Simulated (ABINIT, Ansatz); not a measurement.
# Tm (P6_3/mmc): from the cell to the phonon bands, part 2 of 3

How does Tm (P6_3/mmc) vibrate, and is this structure a minimum?

ABINIT 10.8.3; DFT PBE, scalar-relativistic, plane waves, PseudoDojo norm-conserving, 4f in core pseudopotentials.

So far. Step 3 (Relaxing the cell and atoms): The volume changes by -0.1 % in this run and stands -0.1 % from the first cell. Step 4 (Self-consistent run for the response): The cell stands at -2.7 GPa: the relaxation ran with a smoothed and higher cutoff, and the difference is a stress of the finite basis. The relaxed cell has a = 3.543, c = 5.532 Å (conventional setting).

### 5. Zone-centre response

At q = 0 one unit cell holds all displacements. The response is solved for single atoms along the cell's directions, and symmetry skips those that follow from others. The crystal is treated as a metal, which screens a static field, so no field response is asked.

dfpt_gamma.abi

```

# common to the responses
getwfk_filepath "gso_WFK"
kptopt 2
nqpt 1
qpt 0.0 0.0 0.0
asr 0
chneut 0

# displacements
rfphon 1
rfatpol 1 2
rfdir 1 1 1
tolvrs 1.0d-10
prtwf 0
prtpot 1

# basis, mesh and filling
ecut 21.0
ngkpt 9 9 6
nshiftk 1
shiftk 0.0 0.0 0.0
istwfk *1
occopt 7
tsmear 0.01
nband 18
nstep 100
diemac 1000000.0
prtebands 0
prtgsr 0

# cell and atoms
acell 6.695874688 6.695874688 10.45467399
rprim 
    1.0 0.0 0.0
    -0.5 0.8660254038 0.0
    0.0 0.0 1.0
ntypat 1
znucl 69
natom 2
typat 1 1
xred 
    1/3 2/3 0.25
    2/3 1/3 0.75
pp_dirpath "./pseudo"
pseudos "Tm.upf"
```

Launch:

```sh
> OMP_NUM_THREADS=1 mpirun -n 8 abinit dfpt_gamma.abi > dfpt_gamma.log
```

Numbers of over 12 decimals in the logs are rounded to 6 here.

dfpt_gamma.abo, the main output file:

```text
[banners, grids, parts of the stress and lines that vanish by symmetry left out]
- input  file    -> dfpt_gamma.abi
- output file    -> dfpt_gamma.abo
- root for input  files -> dfpt_gammai
- root for output files -> dfpt_gammao

 Symmetries : space group P6_3/m m c (#194); Bravais hP (primitive hexag.)
================================================================================
 Values of the parameters that define the memory need of the present run (RF).
     intxc =       0      iscf =       7    lmnmax =       7     lnmax =       7
     mgfft =      45  mpssoang =       4    mqgrid =    3001     natom =       2
  nloc_mem =       1    nspden =       1   nspinor =       1    nsppol =       1
      nsym =      24    n1xccc =    2501    ntypat =       1    occopt =       7
   xclevel =       2
-    mband =          18        mffmem =           1         mkmem =          31
-   mkqmem =          31        mk1mem =          31           mpw =        1879
      nfft =       40500          nkpt =         244
- my_mband =          18
================================================================================
================================================================================

--------------------------------------------------------------------------------
------------- Echo of variables that govern the present computation ------------
--------------------------------------------------------------------------------
-
- outvars: echo of selected default values
-   iomode0 =  0 , fftalg0 =312 , wfoptalg0 =  0
-
- outvars: echo of global parameters not present in the input file
-  max_nthreads =    1
-
 -outvars: echo values of preprocessed input variables
 [... echo left out ...]
================================================================================

 chkinp: Checking input parameters for consistency.

[...]
== DATASET  1 ==================================================================
-   mpi_nproc: 8, omp_nthreads: 1 (-1 if OMP is not activated)

--- !DatasetInfo
iteration_state: {dtset: 1, }
dimensions: {natom: 2, nkpt: 244, mband: 18, nsppol: 1, nspinor: 1, nspden: 1, mpw: 1879, }
cutoff_energies: {ecut:  21.0, pawecutdg:  -1.0, }
electrons: {nelect:   2.20000000E+01, charge:   0.00000000E+00, occopt:   7.00000000E+00, tsmear:   1.00000000E-02, }
meta: {optdriver: 1, rfphon: 1, }
...

 mkfilename: getwfk from: gso_WFK

 Real(R)+Recip(G) space primitive vectors, cartesian coordinates (Bohr,Bohr^-1):
 R(1)=  6.6958747  0.0000000  0.0000000  G(1)=  0.1493457  0.0862248  0.0000000
 R(2)= -3.3479373  5.7987976  0.0000000  G(2)=  0.0000000  0.1724495  0.0000000
 R(3)=  0.0000000  0.0000000 10.4546740  G(3)=  0.0000000  0.0000000  0.0956510
 Unit cell volume ucvol=  4.0593431E+02 bohr^3
 Angles (23,13,12)=  9.00000000E+01  9.00000000E+01  1.20000000E+02 degrees
 setup1 : take into account q-point for computing boxcut.

 getcut: wavevector=  0.0000  0.0000  0.0000  ngfft=  30  30  45
         ecut(hartree)=     21.000   => boxcut(ratio)=   2.04017

--- Pseudopotential description ------------------------------------------------
- pspini: atom type   1  psp file is ./pseudo/Tm.upf

   1.22416756E+03                                ecore*ucvol(ha*bohr**3)
--------------------------------------------------------------------------------

 ==>  initialize data related to q vector <==

 The list of irreducible perturbations for this q vector is:
    1)    idir= 1    ipert=   1
    2)    idir= 3    ipert=   1

[...]
The perturbation idir=   2  ipert=   1 is
 symmetric of a previously calculated perturbation.
 So, its SCF calculation is not needed.

 The perturbation idir=   1  ipert=   2 is
 symmetric of a previously calculated perturbation.
 So, its SCF calculation is not needed.

 The perturbation idir=   2  ipert=   2 is
 symmetric of a previously calculated perturbation.
 So, its SCF calculation is not needed.

 The perturbation idir=   3  ipert=   2 is
 symmetric of a previously calculated perturbation.
 So, its SCF calculation is not needed.

--------------------------------------------------------------------------------
 Perturbation wavevector (in red.coord.)   0.000000  0.000000  0.000000
 Perturbation : displacement of atom   1   along direction   1
 Found     2 symmetries that leave the perturbation invariant.

[...]
dfpt_looppert : total number of electrons, from k and k+q
  fully or partially occupied states are    2.200000E+01 and    2.200000E+01.
 Initialisation of the first-order wave-functions :
  ireadwf=   0

--- !BeginCycle
iteration_state: {dtset: 1, }
solver: {iscf: 7, nstep: 100, nline: 4, wfoptalg: 0, }
tolerances: {tolvrs: 1.00E-10, }
...

     iter   2DEtotal(Ha)        deltaE(Ha) residm    vres2
-ETOT  1   1.037870     -1.058E+03 1.232E+00 8.265E+01
 ETOT  2  0.672043     -3.658E-01 3.148E-01 7.942E+00
 ETOT  3  0.665499     -6.544E-03 1.019E-02 2.820E-01
 ETOT  4  0.665268     -2.317E-04 1.363E-02 1.928E-03
 ETOT  5  0.665267     -6.918E-07 1.203E-03 1.913E-04
[...]
At SCF step   10       vres2   =  9.55E-13 < tolvrs=  1.00E-10 =>converged.
[...]
Mean square residual over all n,k,spin=   51.176E-10; max=  86.280E-07

 Thirteen components of 2nd-order total energy (hartree) are
 1,2,3: 0th-order hamiltonian combined with 1st-order wavefunctions
     kin0=   7.29924890E+02 eigvalue=   1.57254184E+02  local=  -4.05472302E+02
 4,5,6: 1st-order hamiltonian combined with 1st and 0th-order wfs
 loc psp =  -1.49282349E+03  Hartree=   3.80451737E+02     xc=  -9.33283948E+01
 note that "loc psp" includes a xc core correction that could be resolved
 7,8,9: eventually, occupation + non-local contributions
    edocc=   1.58466468E+02     enl0=   1.31135486E+02   enl1=  -6.24040643E+02
 1-9 gives the relaxation energy (to be shifted if some occ is /=2.0)
   erelax=  -1.05843207E+03
 10,11,12 Non-relaxation  contributions : frozen-wavefunctions and Ewald
 fr.local=   7.06604644E+02 fr.nonlo=   3.11946181E+02  Ewald=   9.42845304E+00
 13,14 Frozen wf xc core corrections (1) and (2)
 frxc 1  =  -1.51991740E+02  frxc 2 =   1.83109797E+02
 Resulting in :
 2DEtotal=    0.6652669271E+00 Ha. Also 2DEtotal=    0.181028353109E+02 eV
    (2DErelax=   -1.0584320689E+03 Ha. 2DEnonrelax=    1.0590973358E+03 Ha)
    (  non-var. 2DEtotal :    6.6526722001E-01 Ha)

[...]
Perturbation wavevector (in red.coord.)   0.000000  0.000000  0.000000
 Perturbation : displacement of atom   1   along direction   3
 Found     6 symmetries that leave the perturbation invariant.

--------------------------------------------------------------------------------

--------------------------------------------------------------------------------

 dfpt_looppert : total number of electrons, from k and k+q
  fully or partially occupied states are    2.200000E+01 and    2.200000E+01.
 Initialisation of the first-order wave-functions :
  ireadwf=   0

--- !BeginCycle
iteration_state: {dtset: 1, }
solver: {iscf: 7, nstep: 100, nline: 4, wfoptalg: 0, }
tolerances: {tolvrs: 1.00E-10, }
...

     iter   2DEtotal(Ha)        deltaE(Ha) residm    vres2
-ETOT  1   17.996955602609     -2.875E+03 2.557E+00 4.726E+04
[...]
ETOT  9   4.710931     -8.295E-10 2.206E-07 1.036E-08
 ETOT 10   4.710931     -1.005E-10 2.557E-08 8.342E-11

 At SCF step   10       vres2   =  8.34E-11 < tolvrs=  1.00E-10 =>converged.
[...]
Mean square residual over all n,k,spin=   79.601E-12; max=  25.569E-09

 Thirteen components of 2nd-order total energy (hartree) are
 1,2,3: 0th-order hamiltonian combined with 1st-order wavefunctions
     kin0=   1.80929086E+03 eigvalue=   3.84136426E+02  local=  -1.00874884E+03
 4,5,6: 1st-order hamiltonian combined with 1st and 0th-order wfs
 loc psp =  -4.27658767E+03  Hartree=   1.24749328E+03     xc=  -2.30065307E+02
 note that "loc psp" includes a xc core correction that could be resolved
 7,8,9: eventually, occupation + non-local contributions
    edocc=   3.68394108E+02     enl0=   3.18147180E+02   enl1=  -1.50070776E+03
 1-9 gives the relaxation energy (to be shifted if some occ is /=2.0)
   erelax=  -2.88864772E+03
 10,11,12 Non-relaxation  contributions : frozen-wavefunctions and Ewald
 fr.local=   1.70005315E+03 fr.nonlo=   7.53999764E+02  Ewald=   3.63441659E+02
 13,14 Frozen wf xc core corrections (1) and (2)
 frxc 1  =  -3.70708897E+02  frxc 2 =   4.46572978E+02
 Resulting in :
 2DEtotal=    0.4710931221E+01 Ha. Also 2DEtotal=    0.128190969045E+03 eV
    (2DErelax=   -2.8886477222E+03 Ha. 2DEnonrelax=    2.8933586534E+03 Ha)
    (  non-var. 2DEtotal :    4.7109351613E+00 Ha)

[...]
---- first-order wavefunction calculations are completed ----

 ==> Compute Derivative Database <==

 [... matrices left out ...]
  Phonon wavevector (reduced coordinates) :  0.00000  0.00000  0.00000
 Phonon energies in Hartree :
  -7.375129E-06 -7.375129E-06  2.008994E-05  3.106027E-04  3.106027E-04
   5.286958E-04
 Phonon frequencies in cm-1    :
- -1.618654E+00 -1.618654E+00  4.409233E+00  6.816942E+01  6.816942E+01
-  1.160353E+02

== END DATASET(S) ==============================================================
================================================================================

 -outvars: echo values of variables after computation
            acell      6.6958746880E+00  6.6958746880E+00  1.0454673990E+01 Bohr
           etotal      4.7109312214E+00
            fcart      0.0000000000E+00  0.0000000000E+00  0.0000000000E+00
           strten      0.0000000000E+00  0.0000000000E+00  0.0000000000E+00
================================================================================
```

The job ended after 18 s (8 MPI ranks of AMD EPYC 9B45 (Zen 5), shared host).

Numbers from this step:

```
largest acoustic frequency at the zone centre before the sum rule : 4.41 cm⁻¹
highest optical zone-centre mode (no LO-TO term)                  : 116.0 cm⁻¹
lowest optical zone-centre mode                                   : 68.17 cm⁻¹
```

The acoustic modes at Γ come out as far as 4.4 cm⁻¹ from zero, where they should vanish, a small numerical error.

### 6. Linear response on the mesh

Linear response treats each wavevector of the 3×3×2 mesh in the unit cell; the first-order potentials are kept for the electron-phonon matrix elements.

dfpt_q.abi

```
ndtset 5

# wavevectors
qpt1 0.3333333333 0.0 0.0
qpt2 0.3333333333 0.3333333333 0.0
qpt3 0.0 0.0 0.5
qpt4 0.3333333333 0.0 0.5
qpt5 0.3333333333 0.3333333333 0.5

# displacements
getwfk_filepath "gso_WFK"
getwfq_filepath "gso_WFK"
kptopt 3
nqpt 1
rfphon 1
rfatpol 1 2
rfdir 1 1 1
tolvrs 1.0d-10
prtwf 0
prtpot 1

# basis, mesh and filling
ecut 21.0
ngkpt 9 9 6
nshiftk 1
shiftk 0.0 0.0 0.0
istwfk *1
occopt 7
tsmear 0.01
nband 18
nstep 100
diemac 1000000.0
prtebands 0
prtgsr 0

# cell and atoms
acell 6.695874688 6.695874688 10.45467399
rprim 
    1.0 0.0 0.0
    -0.5 0.8660254038 0.0
    0.0 0.0 1.0
ntypat 1
znucl 69
natom 2
typat 1 1
xred 
    1/3 2/3 0.25
    2/3 1/3 0.75
pp_dirpath "./pseudo"
pseudos "Tm.upf"
```

Launch:

```sh
> OMP_NUM_THREADS=1 mpirun -n 8 abinit dfpt_q.abi > dfpt_q.log
```

dfpt_q.abo, the main output file:

```text
[banners, grids, parts of the stress and lines that vanish by symmetry left out]
- input  file    -> dfpt_q.abi
- output file    -> dfpt_q.abo
- root for input  files -> dfpt_qi
[...]
DATASET    1 : space group P6_3/m m c (#194); Bravais hP (primitive hexag.)
[...]
nfft =       40500          nkpt =         486
[...]
DATASET    2 : space group P6_3/m m c (#194); Bravais hP (primitive hexag.)
[...]
nfft =       40500          nkpt =         486
[...]
DATASET    3 : space group P6_3/m m c (#194); Bravais hP (primitive hexag.)
[...]
nfft =       40500          nkpt =         486
[...]
DATASET    4 : space group P6_3/m m c (#194); Bravais hP (primitive hexag.)
[...]
nfft =       40500          nkpt =         486
[...]
DATASET    5 : space group P6_3/m m c (#194); Bravais hP (primitive hexag.)
[...]
nfft =       40500          nkpt =         486
[...]
== DATASET  1 ==================================================================
[...]
cutoff_energies: {ecut:  21.0, pawecutdg:  -1.0, }
[...]
Perturbation : displacement of atom   1   along direction   1
[...]
-ETOT  1   24.403832435042     -1.192E+03 1.402E+00 2.045E+05
 ETOT  2   38.286717684169      1.388E+01 9.386E-01 3.400E+05
 ETOT  3   2.282905     -3.600E+01 1.616E-01 7.580E+02
 ETOT  4   2.186966     -9.594E-02 2.667E-02 5.560E+00
 ETOT  5   2.185138     -1.828E-03 1.831E-02 2.930E-01
[...]
At SCF step   13       vres2   =  2.45E-11 < tolvrs=  1.00E-10 =>converged.
[...]
Perturbation : displacement of atom   1   along direction   2
[...]
-ETOT  1   1.981618     -1.076E+03 1.226E+00 7.009E+01
[...]
At SCF step   10       vres2   =  2.90E-11 < tolvrs=  1.00E-10 =>converged.
[...]
Perturbation : displacement of atom   1   along direction   3
[...]
-ETOT  1   9.217743     -2.750E+03 2.650E+00 8.052E+03
[...]
At SCF step   13       vres2   =  4.45E-12 < tolvrs=  1.00E-10 =>converged.
[...]
Phonon wavevector (reduced coordinates) :  0.33333  0.00000  0.00000
 Phonon energies in Hartree :
[...]
Phonon frequencies in cm-1    :
-  5.259390E+01  5.647909E+01  8.615516E+01  9.161637E+01  9.584723E+01
-  1.115373E+02
[...]
== DATASET  2 ==================================================================
[...]
cutoff_energies: {ecut:  21.0, pawecutdg:  -1.0, }
[...]
Perturbation : displacement of atom   1   along direction   1
[...]
-ETOT  1   6.571814     -1.176E+03 1.415E+00 1.290E+04
[...]
At SCF step   11       vres2   =  9.88E-12 < tolvrs=  1.00E-10 =>converged.
[...]
Perturbation : displacement of atom   1   along direction   3
[...]
-ETOT  1   6.873341     -2.696E+03 5.016E+00 1.100E+03
[...]
At SCF step    9       vres2   =  9.94E-11 < tolvrs=  1.00E-10 =>converged.
[...]
Phonon wavevector (reduced coordinates) :  0.33333  0.33333  0.00000
 Phonon energies in Hartree :
[...]
Phonon frequencies in cm-1    :
-  8.387319E+01  8.387319E+01  8.760482E+01  8.760482E+01  9.702140E+01
-  1.031969E+02
[...]
== DATASET  3 ==================================================================
[...]
cutoff_energies: {ecut:  21.0, pawecutdg:  -1.0, }
[...]
- 69.00000  11.00000  180302                  znucl, zion, pspdat
[...]
Perturbation : displacement of atom   1   along direction   1
[...]
-ETOT  1   4.993651     -1.172E+03 1.874E+00 6.528E+03
[...]
At SCF step   10       vres2   =  5.63E-11 < tolvrs=  1.00E-10 =>converged.
[...]
Perturbation : displacement of atom   1   along direction   3
[...]
-ETOT  1   11.082307041028     -2.715E+03 2.680E+00 1.493E+04
[...]
ETOT 10   4.554119     -9.868E-11 4.779E-01 1.073E-10
 ETOT 11   4.554119      8.095E-11 5.075E-01 5.091E-12
 At SCF step   11       vres2   =  5.09E-12 < tolvrs=  1.00E-10 =>converged.
[...]
Phonon wavevector (reduced coordinates) :  0.33333  0.33333  0.50000
 Phonon energies in Hartree :
[...]
Phonon frequencies in cm-1    :
-  5.482749E+01  5.482749E+01  9.717394E+01  9.717394E+01  1.014158E+02
-  1.014158E+02
[...]
strten3     0.0000000000E+00  0.0000000000E+00  0.0000000000E+00
           
================================================================================
```

Run time: 6 min. Hardware: 8 MPI ranks; 48 min of CPU time.

Numbers from this step:

```
lowest mode on the q mesh (acoustic ones at the zone centre apart) : 49.48 cm⁻¹
```

Frequencies (cm⁻¹) before the sum rule at the irreducible wavevectors but Γ, which is solved apart; negative means imaginary. Frequencies by wavevector:

```csv
q (fractions),star,mode 1,mode 2,mode 3,mode 4,mode 5,mode 6
0.3333 0 0,6,52.59,56.48,86.16,91.62,95.85,111.5
0.3333 0.3333 0,2,83.87,83.87,87.6,87.6,97.02,103.2
0 0 0.5,1,49.48,49.48,49.48,49.48,82.01,82.01
0.3333 0 0.5,6,66.83,66.84,72.37,72.37,100.5,100.5
0.3333 0.3333 0.5,2,54.83,54.83,97.17,97.17,101.4,101.4
```

[end of part 2 of 3]

[Host names and launcher messages were left out of these logs when they were recorded.]

[Logs are printed without paths, hosts, clocks, repeated set-up lines and the standing remarks that a program may print on its own settings, such as how far it seeks lower states.]

[Hosts, paths, dates, database ids (printed as entryN), source tags and the programs' standing remarks are cut or masked in the printed files.]
